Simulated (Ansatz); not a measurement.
# GaAs (F-43m): zone-centre modes under pressure, part 2 of 3

Wanted: Grüneisen parameters and pressure coefficients of the modes of GaAs (F-43m).

Ansatz 0.2.0; DFT r2SCAN, scalar-relativistic, plane waves, PAW; PAW set soft_1.

So far. Step 3 (Tight relaxation): The forces vanish by symmetry and the pressure is 0.003 GPa, within the tolerances set. The cell now holds 22.73 Å³/atom.

## (4) Zone-centre response at rest

The modes at rest are the reference of the series, and the response to a field gives the dielectric tensor and the Born charges.

The input, input.yaml:

```yaml
crystal:
  lattice:
    - [0.0, 2.8328940312, 2.8328940312]
    - [2.8328940312, 0.0, 2.8328940312]
    - [2.8328940312, 2.8328940312, 0.0]
  atoms:
    - { symbol: Ga, position: [0.0, 0.0, 0.0] }
    - { symbol: As, position: [0.75, 0.75, 0.75] }
kpoints:
  mp_grid: { grid: [16, 16, 16] }
hamiltonian:
  xc: r2scan
  pseudopotentials: { kind: paw, azcp: { folder: soft_1 } }
scf:
  occupations: { method: fixed }
output:
  eigenvalues: true
phonons:
  method: dfpt
  dielectric: true
  rigid_motions: translations
```

Launch:

```sh
> ansatz run input.yaml --threads 4 --pin off --max-ram 10240MiB --backend cpu --events-out ev --progress --plain --runs-dir out
```

Numbers of over 12 decimals in the logs are rounded to 6 here.

What it wrote:

```text
[...]
Crystal: 2 atoms, lattice volume = 45.470 Å³
Basis set: ecut = 500 eV, 1139 PW (Γ), exchange–correlation on 150×150×150 points (125 copies of the dense FFT grid, shifted against one another)
Bands: 18, of which v1, the nominal top of the filled ones, is band 14 counted from 1 (13 counted from 0)
Symmetry: 24 space group operations
k-points: 621 of 4096 (irreducible under 4 space group operations, time reversal used)
[...]
SCF iter   9: F=-8655.773799 eV  HF=-8655.773799 eV  |F-HF|=2.00e-11  |Δ(HF+E_count)|=  6.22e-10  Δρ=3.29e-7  dr2=3.62e-11  dr2_τ=4.83e-13  ethr=1.00e-12  ⟨swp⟩=8.0  Hψ=64901  notcnv=0
SCF 1 converged in 9 iterations: F = -8655.773799 eV  dr2 = 3.62e-11
[...]
DFPT response loops at Γ: preconditioner auto → none (the input reference at scf.mixing.eps_inf says where Resta's filter doesn't serve); β = 0.50; Broyden in place of MSR1
── the response to a field inside a basis, on 18×18×18 k-points: an SCF that follows is theirs, and a resumed run solves both again ──
Bands: 15, of which v1, the nominal top of the filled ones, is band 14 counted from 1 (13 counted from 0)
k-points: 570
[...]
Eigensolver: Dense (570 Hₖ)
SCF iter   1: F=—  HF=-8655.771695 eV  |F-HF|=—  |Δ(HF+E_count)|=         —  Δρ=7.39e-5  dr2=6.74e-7  dr2_τ=3.52e-7  ethr=1.00e-1
[...]
SCF iter   3: F=-8655.771698 eV  HF=-8655.771698 eV  |F-HF|=1.40e-7  |Δ(HF+E_count)|=   5.98e-7  Δρ=1.63e-5  dr2=3.19e-8  dr2_τ=4.99e-9  ethr=9.59e-10
SCF 1 converged in 3 iterations: F = -8655.771698 eV  dr2 = 3.19e-8
[...]
WARN: field response: ε∞ stands inside a basis, on 18×18×18 points; the force constants stand on the 16×16×16 k-mesh, whose period is 11.44 times the interband length at k = (0.0000, 0.0000, 0.0000), direct gap 0.968 eV, under 14: take them and everything formed from them as unconverged, and compare with a denser kpoints.mp_grid
SCF converged after 9 iterations
Free energy (F): -8655.773799 eV
[...]
Internal energy: -8655.773799 eV  (E = F + TS)
E sigma→0 (E₀):  -8655.773799 eV
Fermi energy:    7.589201 eV
[...]
--- Band table (eV; the first three rows and the last of 621) ---
  k-point 0: bands = [... 10 lower, -5.5680, 7.5892, 7.5892, 7.5892, 8.5572, 11.6415, 11.6415, 11.6415]
  k-point 1: bands = [... 10 lower, -5.5196, 6.8296, 7.5226, 7.5226, 9.1108, 11.7277, 11.7422, 11.7422]
  k-point 2: bands = [... 10 lower, -5.3771, 5.6826, 7.3494, 7.3494, 9.5471, 11.9998, 11.9998, 12.1552]
  k-point 620: bands = [... 10 lower, -2.9137, 0.8363, 3.9804, 4.1884, 12.5948, 12.6574, 13.4899, 14.0837]
--- Phonons (Γ-DFPT): 2 representative perturbations + reference, on 621 of 4096 k-points (Σ response iterations 11) ---
  k mesh reduced under 4 symmetry operations, with k and −k counted as one. Each operation leaves every solved perturbation unchanged. A smaller set is not considered because the functional reads the kinetic-energy density
  ASR residual: 2.896e-4 → 0.000e0 eV/Å²; symmetrization residual: 5.445e-6 eV/Å²
  ASR residual per site (eV/Å²): 2.90e-4 1.31e-4
  Γ frequencies (cm⁻¹): 0.00 0.00 0.00 265.11 265.11 265.11
  ε∞ (high-frequency dielectric tensor):
       11.597366     0.000000    -0.000000
        0.000000    11.597366     0.000000
       -0.000000     0.000000    11.597366
  ε⁰ (static dielectric tensor: ions relaxed, cell fixed):
       13.559786     0.000000    -0.000000
        0.000000    13.559786     0.000000
       -0.000000     0.000000    13.559786
  ε⁰ − ε∞ (ionic part):
        1.962420     0.000000     0.000000
        0.000000     1.962420     0.000000
        0.000000     0.000000     1.962420
  softest optical mode at Γ: 265.11 cm⁻¹; the repairs (sum rule, projections) moved no ω² at Γ by more than (1.12 cm⁻¹)²
  Born effective charges Z* (e; rows j = field, columns β = displacement):
    site 0:
         2.14538    0.00000   -0.00000
         0.00000    2.14538    0.00000
         0.00000    0.00000    2.14538
    site 1:
        -2.14538   -0.00000    0.00000
        -0.00000   -2.14538   -0.00000
        -0.00000   -0.00000   -2.14538
  Z* charge neutrality: 2.430e-4 e pre-enforcement
  solved inside a basis spanned on kpoints, on 18×18×18 k-points transformed towards the longest dipole: ε∞ is read to err by 3.4e-2, Z* by 1.6e-2 e (field_mesh: kpoints solves on kpoints); Z* is corrected for what the basis lacks
  optical modes at Γ without the LO–TO term, one row a degenerate level:
      ω (cm⁻¹)  modes    IR ((D/Å)²/amu)
        265.11      3             8.8209
  optical modes at Γ + LO–TO along q̂ = [1.0000, 0.0000, 0.0000]:
      ω (cm⁻¹)  modes    IR ((D/Å)²/amu)
        265.11      2             5.8806
        286.66      1             2.9403
  optical modes at Γ + LO–TO along q̂ = [0.0000, 1.0000, 0.0000]:
      ω (cm⁻¹)  modes    IR ((D/Å)²/amu)
        265.11      2             5.8806
        286.66      1             2.9403
  optical modes at Γ + LO–TO along q̂ = [0.0000, 0.0000, 1.0000]:
      ω (cm⁻¹)  modes    IR ((D/Å)²/amu)
        265.11      2             5.8806
        286.66      1             2.9403
```

It took 1.9 min on 4 threads of AMD EPYC 9B45 (Zen 5), shared host; peak memory 3.4 GiB; 7.5 min of CPU time.

Numbers from this step:

```
sum-rule residual before enforcement                    : 2.90e-4 eV/Å²
miss of the charge sum rule                             : 2.43e-4 e
estimated error of the dielectric tensor                : 0.03425
estimated error of the Born charges                     : 0.01582 e
point group                                             : -43m
highest optical mode at the zone centre (no LO-TO term) : 265.1 cm⁻¹
lowest optical zone-centre mode                         : 265.1 cm⁻¹
mean high-frequency dielectric constant                 : 11.60
largest Born charge (third of the trace)                : 2.145 e
mean static dielectric constant                         : 13.56
top of the zone-centre spectrum with the field          : 286.7 cm⁻¹
```

Without the LO-TO term. Patterns of degenerate modes are one choice out of their space. The modes at Γ (shares of kinetic energy by element, %):

```tsv
mode	frequency (cm⁻¹)	symmetry	Ga %	As %
1	0.0	acoustic	48	52
2	0.0	acoustic	48	52
3	0.0	acoustic	48	52
4	265.1	T2	52	48
5	265.1	T2	52	48
6	265.1	T2	52	48
```

Displacements in mode 6 (265.1 cm⁻¹), the largest set to 1:
```
Ga1  0.00  0.00  1.00
As2  0.00  0.00 -0.93
```

Optical modes at the zone centre, without and with the macroscopic field of the longitudinal modes; each column is sorted by frequency, so a row need not hold one and the same mode. Modes with and without the field, by row:

```tsv
rank among optical modes	no field (cm⁻¹)	q along (1, 0, 0) (cm⁻¹)
1	265.1	265.1
2	265.1	265.1
3	265.1	286.7
```

Born charge (rows field, columns displacement) (e), principal values of the symmetric part by kind of site:

```tsv
atom	atoms with these values	low	middle	high	mean
Ga1	1	2.15	2.15	2.15	2.15
As2	1	-2.15	-2.15	-2.15	-2.15
```

In full for Ga1:

```
2.15 0.00 0.00
0.00 2.15 0.00
0.00 0.00 2.15
```

High-frequency dielectric tensor:

```
11.60  0.00  0.00
 0.00 11.60  0.00
 0.00  0.00 11.60
```

Static dielectric tensor (ions relaxed, fixed cell):

```
13.56  0.00  0.00
 0.00 13.56  0.00
 0.00  0.00 13.56
```

Transverse modes. Lines of the infrared spectrum (strongest = 100):

```tsv
position (cm⁻¹)	label	relative intensity
265	T2	100
```

Before it was imposed, the acoustic sum rule was missed by 2.9e-4 eV/Å² and the charge sum rule by 2.4e-4 e. Small misses are needed for a sound result but don't prove that mesh and cutoff are converged. The lowest optical mode is real, 265 cm⁻¹.

The log warns of the k mesh: “the force constants stand on the 16×16×16 k-mesh, whose period is 11.44 times the interband length at k = (0.0000, 0.0000, 0.0000), direct gap 0.968 eV, under 14: take them and everything formed from them as unconverged”. So the frequencies of this run count as unconverged too.

## (5) Ground state of a member: 1.06 times the volume at rest

The cell is set to 1.06 times the volume at rest; symmetry leaves nothing else free, so this is a single point.

input.yaml, the sections that differ from step 4:

```yaml
crystal:
  lattice:
    - [0.0, 2.8884550788, 2.8884550788]
    - [2.8884550788, 0.0, 2.8884550788]
    - [2.8884550788, 2.8884550788, 0.0]
  atoms:
    - { symbol: Ga, position: [0.0, 0.0, 0.0] }
    - { symbol: As, position: [0.75, 0.75, 0.75] }
scf:
  occupations: { method: gaussian, width: 0.02 }
output:
  forces: true
  stress: true
  eigenvalues: true
# kpoints, hamiltonian: as in step 4
# phonons: removed
```

What it wrote:

```text
[...]
Crystal: 2 atoms, lattice volume = 48.198 Å³
Basis set: ecut = 500 eV, 1243 PW (Γ), exchange–correlation on 120×120×120 points (64 copies of the dense FFT grid, shifted against one another)
Bands: 18, of which v1, the nominal top of the filled ones, is band 14 counted from 1 (13 counted from 0)
Symmetry: 24 space group operations
[...]
k-points: 145 of 4096 (time reversal used)
[...]
SCF iter   7: F=-8655.740734 eV  HF=-8655.740734 eV  |F-HF|=1.19e-8  |Δ(HF+E_count)|=   5.84e-7  Δρ=8.00e-6  dr2=2.04e-8  dr2_τ=7.67e-10  ethr=3.57e-10  ⟨swp⟩=6.2  Hψ=12310  notcnv=0
SCF 1 converged in 7 iterations: F = -8655.740734 eV  dr2 = 2.04e-8
[...]
SCF converged after 7 iterations
Free energy (F): -8655.740734 eV
[...]
Internal energy: -8655.740734 eV  (E = F + TS)
E sigma→0 (E₀):  -8655.740734 eV
Fermi energy:    7.093576 eV
[...]
--- Stress (GPa, compression-positive) ---
       -3.678811       0.000000      -0.000000
        0.000000      -3.678811       0.000000
       -0.000000       0.000000      -3.678811
  P = ⅓ Tr σ = -3.6788 GPa (-36.788 kbar)
--- Band table (eV; the first three rows and the last of 145) ---
  k-point 0: bands = [... 10 lower, -5.9068, 6.8389, 6.8389, 6.8389, 7.3474, 10.8696, 10.8696, 10.8696]
  k-point 1: bands = [... 10 lower, -5.8626, 6.0029, 6.7784, 6.7784, 8.0024, 10.9363, 10.9626, 10.9626]
  k-point 2: bands = [... 10 lower, -5.7322, 4.9054, 6.6201, 6.6201, 8.4864, 11.2025, 11.2025, 11.2830]
  k-point 144: bands = [... 10 lower, -3.5190, 0.3303, 3.4996, 3.7039, 11.5562, 11.8660, 12.5383, 13.2943]
```

It took 2.4 s on 4 threads; peak memory 0.67 GiB; 9 s of CPU time.

Numbers from this step:

```yaml
pressure: -3.679 GPa
gap_on_the_k_mesh: 0.5085 eV
volume_per_atom: 24.10 Å³
```

The forces vanish by symmetry, at a pressure of -3.68 GPa.

## (6) Modes of this member: 1.06 times the volume at rest

The zone-centre modes follow for 1.06 times the volume at rest, with the response to a field.

Edit input.yaml of step 5 so:

```diff
@@ -14,6 +14,8 @@
 scf:
-  occupations: { method: gaussian, width: 0.02 }
+  occupations: { method: fixed }
 output:
-  forces: true
-  stress: true
   eigenvalues: true
+phonons:
+  method: dfpt
+  dielectric: true
+  rigid_motions: translations
```

What it wrote:

```text
[...]
Crystal: 2 atoms, lattice volume = 48.198 Å³
Basis set: ecut = 500 eV, 1243 PW (Γ), exchange–correlation on 150×150×150 points (125 copies of the dense FFT grid, shifted against one another)
Bands: 18, of which v1, the nominal top of the filled ones, is band 14 counted from 1 (13 counted from 0)
Symmetry: 24 space group operations
k-points: 621 of 4096 (irreducible under 4 space group operations, time reversal used)
[...]
SCF iter   9: F=-8655.740734 eV  HF=-8655.740734 eV  |F-HF|=3.09e-11  |Δ(HF+E_count)|=  6.88e-10  Δρ=3.27e-7  dr2=3.60e-11  dr2_τ=5.07e-13  ethr=1.00e-12  ⟨swp⟩=8.5  Hψ=67677  notcnv=0
SCF 1 converged in 9 iterations: F = -8655.740734 eV  dr2 = 3.60e-11
[...]
Bands: 15, of which v1, the nominal top of the filled ones, is band 14 counted from 1 (13 counted from 0)
k-points: 570
[...]
Eigensolver: Dense (570 Hₖ)
SCF iter   1: F=—  HF=-8655.738957 eV  |F-HF|=—  |Δ(HF+E_count)|=         —  Δρ=6.79e-5  dr2=6.16e-7  dr2_τ=3.28e-7  ethr=1.00e-1
[...]
SCF iter   3: F=-8655.738960 eV  HF=-8655.738960 eV  |F-HF|=7.24e-8  |Δ(HF+E_count)|=   4.81e-7  Δρ=1.36e-5  dr2=2.94e-8  dr2_τ=3.10e-9  ethr=9.18e-10
SCF 1 converged in 3 iterations: F = -8655.738960 eV  dr2 = 2.94e-8
[...]
SCF converged after 9 iterations
Free energy (F): -8655.740734 eV
[...]
Internal energy: -8655.740734 eV  (E = F + TS)
E sigma→0 (E₀):  -8655.740734 eV
Fermi energy:    6.838835 eV
[...]
--- Band table (eV; the first three rows and the last of 621) ---
  k-point 0: bands = [... 10 lower, -5.9069, 6.8388, 6.8388, 6.8388, 7.3474, 10.8696, 10.8696, 10.8696]
  k-point 1: bands = [... 10 lower, -5.8627, 6.0029, 6.7784, 6.7784, 8.0024, 10.9363, 10.9626, 10.9626]
  k-point 2: bands = [... 10 lower, -5.7323, 4.9054, 6.6201, 6.6201, 8.4864, 11.2025, 11.2025, 11.2830]
  k-point 620: bands = [... 10 lower, -3.5190, 0.3304, 3.4995, 3.7039, 11.5562, 11.8660, 12.5384, 13.2943]
[...]
ASR residual: 3.289e-4 → 0.000e0 eV/Å²; symmetrization residual: 4.508e-6 eV/Å²
  ASR residual per site (eV/Å²): 3.29e-4 1.95e-4
  Γ frequencies (cm⁻¹): 0.00 0.00 0.00 246.77 246.77 246.77
  ε∞ (high-frequency dielectric tensor):
       12.884161     0.000000    -0.000000
        0.000000    12.884161     0.000000
       -0.000000     0.000000    12.884161
  ε⁰ (static dielectric tensor: ions relaxed, cell fixed):
       15.242915     0.000000    -0.000000
        0.000000    15.242915     0.000000
       -0.000000     0.000000    15.242915
  ε⁰ − ε∞ (ionic part):
        2.358755     0.000000    -0.000000
        0.000000     2.358755    -0.000000
       -0.000000    -0.000000     2.358755
[...]
Born effective charges Z* (e; rows j = field, columns β = displacement):
    site 0:
         2.25413    0.00000   -0.00000
        -0.00000    2.25413    0.00000
        -0.00000    0.00000    2.25413
    site 1:
        -2.25413   -0.00000    0.00000
         0.00000   -2.25413   -0.00000
         0.00000   -0.00000   -2.25413
  Z* charge neutrality: 1.697e-4 e pre-enforcement
[...]
optical modes at Γ without the LO–TO term, one row a degenerate level:
      ω (cm⁻¹)  modes    IR ((D/Å)²/amu)
        246.77      3             9.7378
  optical modes at Γ + LO–TO along q̂ = [1.0000, 0.0000, 0.0000]:
      ω (cm⁻¹)  modes    IR ((D/Å)²/amu)
        246.77      2             6.4919
        268.41      1             3.2459
  optical modes at Γ + LO–TO along q̂ = [0.0000, 1.0000, 0.0000]:
      ω (cm⁻¹)  modes    IR ((D/Å)²/amu)
        246.77      2             6.4919
        268.41      1             3.2459
  optical modes at Γ + LO–TO along q̂ = [0.0000, 0.0000, 1.0000]:
      ω (cm⁻¹)  modes    IR ((D/Å)²/amu)
        246.77      2             6.4919
        268.41      1             3.2459
```

Wall time 2 min (4 threads); peak memory 3.4 GiB; 7.9 min of CPU time.

This step gave:

```yaml
gap_on_the_k_mesh: 0.5086 eV
sum_rule_residual_before_enforcement: 3.29e-4 eV/Å²
miss_of_the_charge_sum_rule: 1.70e-4 e
estimated_error_of_the_dielectric_tensor: 0.03830
estimated_error_of_the_born_charges: 0.01585 e
highest_optical_mode_at_the_zone_centre_no_lo_to_term: 246.8 cm⁻¹
lowest_optical_zone_centre_mode: 246.8 cm⁻¹
mean_high_frequency_dielectric_constant: 12.88
largest_born_charge_third_of_the_trace: 2.254 e
mean_static_dielectric_constant: 15.24
top_of_the_zone_centre_spectrum_with_the_field: 268.4 cm⁻¹
```

Without the LO-TO term. Patterns of degenerate modes are one choice out of their space. The modes at Γ (shares of kinetic energy by element, %):

```tsv
mode	frequency (cm⁻¹)	symmetry	Ga %	As %
1	0.0	acoustic	48	52
2	0.0	acoustic	48	52
3	0.0	acoustic	48	52
4	246.8	T2	52	48
5	246.8	T2	52	48
6	246.8	T2	52	48
```

Transverse modes. Infrared lines, with heights relative to the strongest:

```tsv
position (cm⁻¹)	label	relative intensity
247	T2	100
```

The optical mode without the LO-TO term lies at 246.8 cm⁻¹.

The log warns of the k mesh: “the force constants stand on the 16×16×16 k-mesh, whose period is 9.76 times the interband length at k = (0.0000, 0.0000, 0.0000), direct gap 0.509 eV, under 14: take them and everything formed from them as unconverged”. So the frequencies of this run count as unconverged too.

(Part 2 of 3 ends here.)

[Logs are printed without paths, hosts, clocks, repeated set-up lines and the standing remarks that a program may print on its own settings, such as how far it seeks lower states.]

[Hosts, paths, dates, database ids (printed as entryN), source tags and the programs' standing remarks are cut or masked in the printed files.]
